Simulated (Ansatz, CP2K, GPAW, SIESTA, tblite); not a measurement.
## SIESTA on random packing of Pb (141 atoms): settings against a plane-wave reference

Aim: run random packing of Pb (141 atoms) in SIESTA and see how near its forces come to a plane-wave reference, and at what cost.

Calculated with SIESTA 5.4.2; the method is named at each step.

## 1. Set-up

The cell holds 141 atoms: 141 Pb. Cell: a = 16.375 Å, b = 16.375 Å, c = 16.375 Å, α = 90.0°, β = 90.0°, γ = 90.0°. 141 atoms (141 Pb) packed at random in a cube at 11 g/cm³ and pushed apart as soft spheres; a start for melting by ab initio MD, not an equilibrated structure. Then every atom was moved at random, 0.03 Å r.m.s. a Cartesian component.

The yardstick, on the same geometry:

```
method                 : Kohn-Sham DFT, PBE, PAW, plane waves (Ansatz 0.2.0); cutoff 420 eV, Γ point, fermi-dirac smearing of 0.05 eV; PAW set soft_2
r.m.s. force component : 1.159 eV/Å
longest force          : 4.235 eV/Å
pressure               : 12.95 GPa
SCF cycles             : 9
time                   : 2.7 min on 16 threads of Arm Neoverse N1, shared host
CPU time               : 42 min
```

## 2. PBE, DZP, shift 0.01 Ry, mesh 300 Ry

Method: Kohn-Sham DFT, PBE, PseudoDojo 0.4.1 norm-conserving pseudopotentials (converted to PSML), numerical atomic orbitals (DZP), diagonalisation.

The .psml files are PseudoDojo norm-conserving potentials that we converted to this format, checked against plane waves on the same files for H, C, O, Si, Ge and Ca alone.

Input file input.fdf:

```
SystemLabel cell
NumberOfAtoms 141
NumberOfSpecies 1
%block ChemicalSpeciesLabel
  1 82 Pb
%endblock ChemicalSpeciesLabel
LatticeConstant 1.0 Ang
%block LatticeVectors
  16.37540 0.00000 0.00000
  0.00000 16.37540 0.00000
  0.00000 0.00000 16.37540
%endblock LatticeVectors
PAO.BasisSize DZP
PAO.EnergyShift 0.01 Ry
XC.Functional GGA
XC.Authors PBE
MeshCutoff 300 Ry
%block kgrid_Monkhorst_Pack
  1 0 0 0.0
  0 1 0 0.0
  0 0 1 0.0
%endblock kgrid_Monkhorst_Pack
SolutionMethod diagon
OccupationFunction FD
ElectronicTemperature 580 K
SCF.Mixer.Method Pulay
SCF.Mixer.Weight 0.05
SCF.Mixer.History 8
SCF.Mix Hamiltonian
MaxSCFIterations 300
SCF.DM.Tolerance 1e-04
SCF.H.Tolerance 1.0e-3 eV
WriteForces T
Write.HirshfeldPop T
Write.VoronoiPop T
Write.DM F
Write.H F
XML.Write F
AtomicCoordinatesFormat Fractional
%block AtomicCoordinatesAndAtomicSpecies
  0.21204 0.16593 0.68916 1
  0.72981 0.33052 0.10575 1
  0.07244 0.39437 0.32612 1
  0.44353 0.29370 0.87590 1
  0.04702 0.32938 0.74765 1
  0.95384 0.02020 0.80469 1
  0.17231 0.09767 0.13614 1
  0.00411 0.39744 0.97635 1
  0.44723 0.93855 0.61551 1
  0.33898 0.37882 0.98234 1
  0.29393 0.75556 0.91541 1
  0.28301 0.28681 0.11669 1
  0.57215 0.44672 0.18054 1
  0.02355 0.41761 0.16067 1
  0.42805 0.01377 0.18296 1
  0.84914 0.02090 0.94250 1
  0.57779 0.20370 0.64202 1
  0.71807 0.50781 0.27866 1
  0.75423 0.24986 0.50283 1
  0.77171 0.18819 0.78400 1
  0.47984 0.87277 0.42819 1
  0.60303 0.23330 0.82959 1
  0.87296 0.76686 0.80477 1
  0.89483 0.28254 0.11615 1
  0.64206 0.63992 0.73100 1
  0.73092 0.65194 0.44845 1
  0.31275 0.23273 0.28097 1
  0.11939 0.89288 0.44487 1
  0.46150 0.79246 0.87770 1
  0.04576 0.12566 0.31482 1
  0.76904 0.11467 0.07645 1
  0.12021 0.44321 0.85021 1
  0.04364 0.57211 0.28532 1
  0.60040 0.58616 0.57018 1
  0.22285 0.96410 0.28546 1
  0.96468 0.63241 0.71362 1
  0.60675 0.02755 0.97617 1
  0.92717 0.18930 0.42990 1
  0.49744 0.72203 0.60626 1
  0.30891 0.02421 0.69589 1
  0.51895 0.47189 0.97208 1
  0.45206 0.12241 0.73049 1
  0.46319 0.70172 0.03583 1
  0.07741 0.72798 0.39885 1
  0.26401 0.67379 0.45937 1
  0.05691 0.22696 0.14948 1
  0.34165 0.50464 0.67207 1
  0.37293 0.04975 0.36751 1
  0.99120 0.79317 0.97026 1
  0.67609 0.47530 0.46163 1
  0.19676 0.67496 0.72625 1
  0.08273 0.61125 0.83866 1
  0.26342 0.38408 0.34519 1
  0.80254 0.88052 0.15568 1
  0.08902 0.13981 0.51975 1
  0.63319 0.06170 0.80779 1
[... 81 atom lines left out ...]
  0.54171 0.21361 0.22976 1
  0.14182 0.37476 0.53367 1
  0.01532 0.99416 0.61810 1
  0.07788 0.47533 0.66119 1
%endblock AtomicCoordinatesAndAtomicSpecies
```

Started as:

```
> OMP_NUM_THREADS=1 mpirun -np 4 siesta < input.fdf > output.txt
```

Output:

```text
Version         : 5.4.2
reinit: System Name:
reinit: System Label: cell
initatom: Reading input for the pseudopotentials and atomic orbitals ----------
Species number:   1 Atomic number:   82 Label: Pb
Ground state valence configuration (from tables):   6s02  6p02  6d00  5f00
---- Processing specs for species: Pb
GGA--PBE XC_GGA_X_PBE--XC_GGA_C_PBE pb
Semicore shell(s) with 10 electrons included in the valence for Pb
Semicore shell(s): 5d
Fallback to non-perturbative polarization scheme for Pb
Please see the manual if this is not desired in principle
Pb pseudopotential only contains V_ls up to l=2 -- lmxkb reset.
Using PAO.SplitTailNorm
%block ChemicalSpeciesLabel
    1   82 Pb                      # Species index, atomic number, species label
%endblock ChemicalSpeciesLabel
%block PAO.Basis                 # Define Basis set
Pb                    4                    # Species label, number of l-shells
 n=6   0   2                         # n, l, Nzeta
   5.458      3.944
   1.000      1.000
 n=6   1   2                         # n, l, Nzeta
   7.641      5.652
   1.000      1.000
 n=5   2   1                         # n, l, Nzeta
   3.677
   1.000
 n=6   2   1                         # n, l, Nzeta
   7.641
   1.000
%endblock PAO.Basis
coor:   Atomic-coordinates input format  =     Fractional
siesta: System type = bulk
initatomlists: Number of atoms, orbitals, and projectors:    141  2538  2538
siesta: ******************** Simulation parameters ****************************
Total number of electrons:  1974.000000
Total ionic charge:  1974.000000
 Kpoints in:            1 . Kpoints trimmed:            1
siesta: k-grid: Number of k-points = 1
siesta: k-points from Monkhorst-Pack grid
siesta: k-cutoff (effective) =     8.188 Ang
siesta: k-point supercell and displacements
siesta: k-grid:     1     0     0      0.000
siesta: k-grid:     0     1     0      0.000
siesta: k-grid:     0     0     1      0.000
                     ====================================
                        Single-point calculation
                     ====================================
outcell: Unit cell vectors (Ang):
       16.375400    0.000000    0.000000
        0.000000   16.375400    0.000000
        0.000000    0.000000   16.375400
outcell: Cell vector modules (Ang)   :   16.375400   16.375400   16.375400
outcell: Cell angles (23,13,12) (deg):     90.0000     90.0000     90.0000
outcell: Cell volume (Ang**3)        :   4391.1245
Gamma-point calculation with multiply-connected orbital pairs
Gamma-point calculation with multiply-connected orbital pairs
Folding of H and S implicitly performed
Folding of H and S implicitly performed
new_DM -- step:     1
Initializing Density Matrix...
Attempting to read DM from file... Failed...
DM filled with atomic data:
InitMesh: MESH = 180 x 180 x 180 = 5832000
InitMesh: Mesh cutoff (required, used) =   300.000   333.936 Ry
stepf: Fermi-Dirac step function
        iscf     Eharris(eV)        E_KS(eV)     FreeEng(eV)     dDmax    Ef(eV) dHmax(eV)
   scf:    1  -269643.175303  -269799.527923  -269800.114294  0.686416 -2.898254  5.663736
   scf:    2  -269809.995624  -269805.642934  -269806.223346  0.026955 -2.921949  3.281559
   scf:    3  -269813.484068  -269809.683342  -269810.265578  0.022988 -2.946001  2.577428
   scf:    4  -269825.489166  -269818.154275  -269818.740615  0.053445 -3.018125  2.358837
   scf:    5  -269829.074248  -269824.359921  -269824.953945  0.080996 -3.124197  1.126166
   scf:    6  -269825.656761  -269825.046461  -269825.640950  0.022337 -3.148470  0.713521
   scf:    7  -269825.730613  -269825.443547  -269826.037752  0.021985 -3.168992  0.293860
   scf:    8  -269825.593126  -269825.526057  -269826.120916  0.006555 -3.173198  0.138928
   scf:    9  -269825.580064  -269825.555455  -269826.150690  0.003951 -3.175337  0.098822
   scf:   10  -269825.585743  -269825.572515  -269826.167902  0.003365 -3.176159  0.054814
   scf:   11  -269825.579507  -269825.576294  -269826.171789  0.001351 -3.176213  0.044198
   scf:   12  -269825.579311  -269825.577959  -269826.173582  0.001079 -3.176094  0.033918
[...]
scf:   16  -269825.579160  -269825.579125  -269826.174946  0.000167 -3.175597  0.002537
   scf:   17  -269825.579158  -269825.579143  -269826.174972  0.000128 -3.175521  0.002045
   scf:   18  -269825.579162  -269825.579153  -269826.174984  0.000099 -3.175485  0.001522
   scf:   19  -269825.579165  -269825.579159  -269826.174991  0.000071 -3.175470  0.001086
   scf:   20  -269825.579171  -269825.579165  -269826.174995  0.000069 -3.175476  0.000696
SCF Convergence by DM+H criterion
max |DM_out - DM_in|         :     0.0000688830
max |H_out - H_in|      (eV) :     0.0006958783
SCF cycle converged after 20 iterations
Using DM_out to compute the final energy and forces
siesta: E_KS(eV) =          -269825.5792
siesta: E_KS - E_eggbox =   -269825.5792
siesta: Atomic forces (eV/Ang):
     1   -0.843585   -0.118223   -1.063735
     2   -0.501377    0.159516    2.630515
     3    1.663698   -2.004275   -0.069642
     4   -0.478150   -0.836303   -0.971775
     5    0.582902   -3.337754   -0.155442
     6   -0.599011   -0.438934   -1.374272
     7    1.521380    0.660782   -0.488223
     8    0.264046   -1.809731   -1.222313
     9    1.349485   -1.811099    0.758655
    10   -1.845309    0.452633   -1.709747
    11   -0.547170    1.495784   -0.120513
    12   -0.836957   -0.468033   -0.087943
[...]
137    0.080330    1.317684    1.525882
   138   -1.778279   -0.662586   -0.903770
   139   -0.204473   -1.950459    1.083566
   140   -0.072982   -0.382941    0.497784
   141   -0.642484    0.349270    1.020324
----------------------------------------
   Tot   -0.000085    0.004029   -0.002760
----------------------------------------
   Max    3.977268
   Res    1.326604    sqrt( Sum f_i^2 / 3N )
----------------------------------------
   Max    3.977268    constrained
Stress tensor Voigt[x,y,z,yz,xz,xy] (kbar):     -145.64     -133.91     -140.15       -2.43       10.44        3.46
(Free)E + p*V (eV/cell)  -269442.7400
Target enthalpy (eV/cell)  -269826.1750
siesta: Program's energy decomposition (eV):
siesta: Ebs     =    -33742.220663
siesta: Eions   =    284773.420621
siesta: Ena     =     12817.873379
siesta: Ekin    =    132257.685215
siesta: Enl     =    -54658.783970
siesta: DEna    =      1309.861804
siesta: DUscf   =        37.382177
siesta: Ex      =    -71890.153468
siesta: Ec      =     -4926.023682
siesta: Exc     =    -76816.177150
siesta: Eharris =   -269825.579171
siesta: Etot    =   -269825.579165
siesta: FreeEng =   -269826.174995
siesta: Final energy (eV):
siesta:  Band Struct. =  -33742.220663
siesta:       Kinetic =  132257.685215
siesta:       Hartree =   60955.702255
siesta:         Exch. =  -71890.153468
siesta:         Corr. =   -4926.023682
siesta:   Exch.-corr. =  -76816.177150
siesta:  Ion-electron = -244141.740167
siesta:       Ion-ion = -142081.049318
siesta:         Total = -269825.579165
siesta:         Fermi =      -3.175476
siesta: Stress tensor (static) (eV/Ang**3):
siesta:    -0.090903    0.002162    0.006517
siesta:     0.002162   -0.083583   -0.001517
siesta:     0.006517   -0.001517   -0.087475
siesta: Cell volume =       4391.124511 Ang**3
siesta: Pressure (static):
siesta:                Solid            Molecule  Units
siesta:           0.00095104          0.00098840  Ry/Bohr**3
siesta:           0.08732046          0.09075076  eV/Ang**3
siesta:         139.90280158        145.39875381  kBar
    Orbital volume contribution        =         147.101654 eV
    (Free)E + p_basis*V_orbitals       =     -269679.073341 eV
    (Free)Eharris+ p_basis*V_orbitals  =     -269679.073346 eV
Hirshfeld Atomic Populations:
Atom #   charge [q] valence [e]  Species
     1     0.000049   13.999951  Pb
     2    -0.002424   14.002424  Pb
     3     0.007213   13.992787  Pb
     4     0.002125   13.997875  Pb
     5     0.000567   13.999433  Pb
     6    -0.009146   14.009146  Pb
     7     0.001646   13.998354  Pb
     8    -0.006617   14.006617  Pb
     9    -0.033434   14.033434  Pb
    10    -0.009319   14.009319  Pb
    11     0.008333   13.991667  Pb
    12     0.016637   13.983363  Pb
[...]
--------------------
 Total    -0.000123
Voronoi Atomic Populations:
Atom #   charge [q] valence [e]  Species
[...]
137     0.020069   13.979931  Pb
   138     0.010768   13.989232  Pb
   139    -0.014445   14.014445  Pb
   140     0.050229   13.949771  Pb
   141    -0.003056   14.003056  Pb
--------------------
 Total    -0.000123
```

Wall time 13 min (4 MPI ranks of Arm Neoverse N1, shared host); peak memory 4.7 GiB; 51 min of CPU time.

Banners, paths, timers and routine set-up lines are dropped from the logs unmarked, and long logs keep their key lines alone; longer cuts are marked.

Against the reference:

```yaml
r_m_s_force_component: 1.327 eV/Å
r_m_s_difference_of_force_components: 175.5 meV/Å
longest_difference_of_force_vectors: 673.2 meV/Å
force_difference_over_r_m_s_force: 15.14 %
slope_of_forces_against_the_reference_s: 1.143
correlation_of_force_components: 0.9991
pressure: 13.99 GPa
pressure_difference: 1.044 GPa
```

The surroundings of Pb101, picked at random, nearest first, numbered as they follow in the input and with coordinates relative to it.

| atom | x | y | z | distance (Å) | Hirshfeld charge (e) | Fx | Fy | Fz (eV/Å) |
| --- | --- | --- | --- | --- | --- | --- | --- | --- |
| Pb101 | 0.00 | 0.00 | 0.00 | 0.00 | -0.01 | 1.25 | -0.81 | -0.52 |
| Pb45 | -1.70 | -0.12 | 2.26 | 2.83 | 0.03 | -0.28 | 1.00 | 1.75 |
| Pb99 | -2.19 | 1.77 | -0.44 | 2.85 | 0.02 | -1.41 | -0.33 | -0.61 |
| Pb71 | 1.96 | 1.03 | -1.91 | 2.92 | 0.00 | -0.19 | 2.31 | 1.49 |
| Pb121 | 2.49 | -0.64 | 1.62 | 3.04 | 0.03 | -0.17 | 0.26 | -0.78 |
| Pb86 | -1.33 | -2.56 | -1.20 | 3.13 | -0.02 | -1.93 | 2.10 | -2.14 |
| Pb64 | 1.03 | -3.34 | 0.06 | 3.50 | 0.02 | 2.48 | -0.44 | 1.24 |
| Pb80 | -0.97 | 0.55 | -3.34 | 3.52 | 0.01 | -1.65 | -0.56 | 0.59 |
| Pb21 | 1.83 | 3.14 | 1.75 | 4.03 | -0.01 | -1.92 | -0.48 | 0.44 |

Forces lie 15 % from the reference's, at 1.2 times its CPU time (on 4 against 16 cores).

Further runs of this program without a result: SIESTA PBE, SZ, shift 0.01 Ry, mesh 300 Ry (cut off at its time limit).

## 3. Summary of results

```yaml
force_difference_from_the_reference: SIESTA PBE, DZP, shift 0.01 Ry, mesh 300 Ry, 15 %
its_cpu_time: 51 min
```

The PBE run in local orbitals differs by 15 % (SIESTA PBE, DZP, shift 0.01 Ry, mesh 300 Ry); basis, grid and potentials can all enter. SIESTA PBE, DZP, shift 0.01 Ry, mesh 300 Ry stiffens the forces by a factor of 1.14 while following their directions (correlation 0.999). The reference's pressure of 13 GPa belongs to a cell and atoms that aren't relaxed at this level. The electronic-structure runs sample only Γ, in a cell whose shortest periodic width is 16 Å, which is coarse for a cell with partly filled levels. Spin–orbit coupling is left out, which matters for the levels of the heavy elements.

[Also dropped from logs without a mark: logging warnings of Python, and SIESTA's first energy breakdown and zero terms.]

[Logs are printed without paths, hosts, clocks, repeated set-up lines and the standing remarks that a program may print on its own settings, such as how far it seeks lower states.]

[Hosts, paths, dates, database ids (printed as entryN), source tags and the programs' standing remarks are cut or masked in the printed files.]
